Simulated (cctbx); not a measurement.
# A disordered crystal of nominal PrDy4AsPt2

Cell a = 7.7270 Å, b = 7.7270 Å, c = 13.6680 Å, α = 90.00°, β = 90.00°, γ = 90.00°; space group I4/mcm (no. 140); nominal formula PrDy4AsPt2.

The data are simulated with cctbx, not measured: Mo Kα, λ = 0.71073 Å, to d = 0.75 Å, 80 % of the full sphere, strongest reflection 5000 counts, noise from counting, a 6 % proportional error and a noise floor of 2 counts (s.d.); no absorption, and some extinction, which the refinements don't model.

With every site full:

```text
Rint 0.061, 300 unique reflections to 0.75 A
cycle     R1     wR2    GooF  max shift (A)
   1  0.1460  0.3095   8.391   0.00087
   2  0.0197  0.0471   1.276   0.00000
final R1 0.0197 wR2 0.0471 GooF 1.276  parameters 14  data/parameter 21.4
atom        x        y        z      Ueq    occ   su(xyz)  su(Uiso or U11)
Pt1    0.14004  0.35996  0.00000   0.0055  1.000  0.00005  0.0002
Dy1    0.65288  0.84712  0.13390   0.0032  1.000  0.00004  0.0002
Pr1    0.50000  0.50000  0.00000   0.0124  1.000  0.00000  0.0003
As1    0.50000  0.50000  0.25000   0.0025  1.000  0.00000  0.0005
difference map: max 1.69 min -3.37 rms 0.47
Q1    0.0857  0.1464  0.5000   16    1.69  1.31 A from Pr1
Q2    0.1173  0.3827  0.2233   16    1.61  1.99 A from Dy1
Q3    0.2164  0.2836  0.5000    8    1.48  1.57 A from Pt1
Q4    0.2500  0.2500  0.2500    8    1.42  1.91 A from Dy1
Q5    0.0769  0.4231  0.3630   16    1.34  0.83 A from Dy1
Q6    0.2373  0.2627  0.1339   16    1.18  1.20 A from Dy1
```

With the occupancies of the suspect sites free, each still typed as its main element:

```text
Rint 0.061, 300 unique reflections to 0.75 A
cycle     R1     wR2    GooF  max shift (A)
   1  0.0871  0.1987   5.397   0.00007
  13  0.0170  0.0409   1.112   0.00000
final R1 0.0170 wR2 0.0409 GooF 1.111  parameters 15  data/parameter 20.0
atom        x        y        z      Ueq    occ   su(xyz)  su(Uiso or U11)
Pt1    0.14005  0.35995  0.00000   0.0058  1.000  0.00004  0.0002
Dy1    0.65287  0.84713  0.13391   0.0034  1.000  0.00003  0.0002
Pr1    0.50000  0.50000  0.00000   0.0100  0.942  0.00000  0.0004
As1    0.50000  0.50000  0.25000   0.0028  1.000  0.00000  0.0004
su of occupancy Pr1: 0.007
difference map: max 1.72 min -2.36 rms 0.44
Q1    0.0883  0.1495  0.5000   16    1.75  1.34 A from Pr1
Q2    0.1178  0.3822  0.2250   16    1.57  1.97 A from Dy1
Q3    0.2173  0.2827  0.5000    8    1.42  1.56 A from Pt1
Q4    0.2500  0.2500  0.2500    8    1.33  1.91 A from Dy1
Q5    0.0755  0.4245  0.3638   16    1.29  0.85 A from Dy1
Q6    0.0000  0.5000  0.0406    8    1.07  1.63 A from Pt1
```

**Question.** What is the disorder?

X-rays count electrons. Pr1 refines to 0.942(0.007), or 55.6 electrons; the site truly holds 0.94 Pr, 55.5 electrons, which is 0.940 of Pr. A value under 1 can't tell vacancies from a lighter guest, and one over 1 needs a heavier guest; chemistry or a second radiation must settle which. Occupancy correlates with U and the scale, so the match is approximate.

Freeing them takes R1 from 0.0197 to 0.0170 and GooF from 1.28 to 1.11.

The model is made up (kin elements in a known structure type, no relaxation), so it says nothing on whether the phase exists.

[Middle refinement cycles are left out of these outputs.]

[Logs are printed without paths, hosts, clocks, repeated set-up lines and the standing remarks that a program may print on its own settings, such as how far it seeks lower states.]
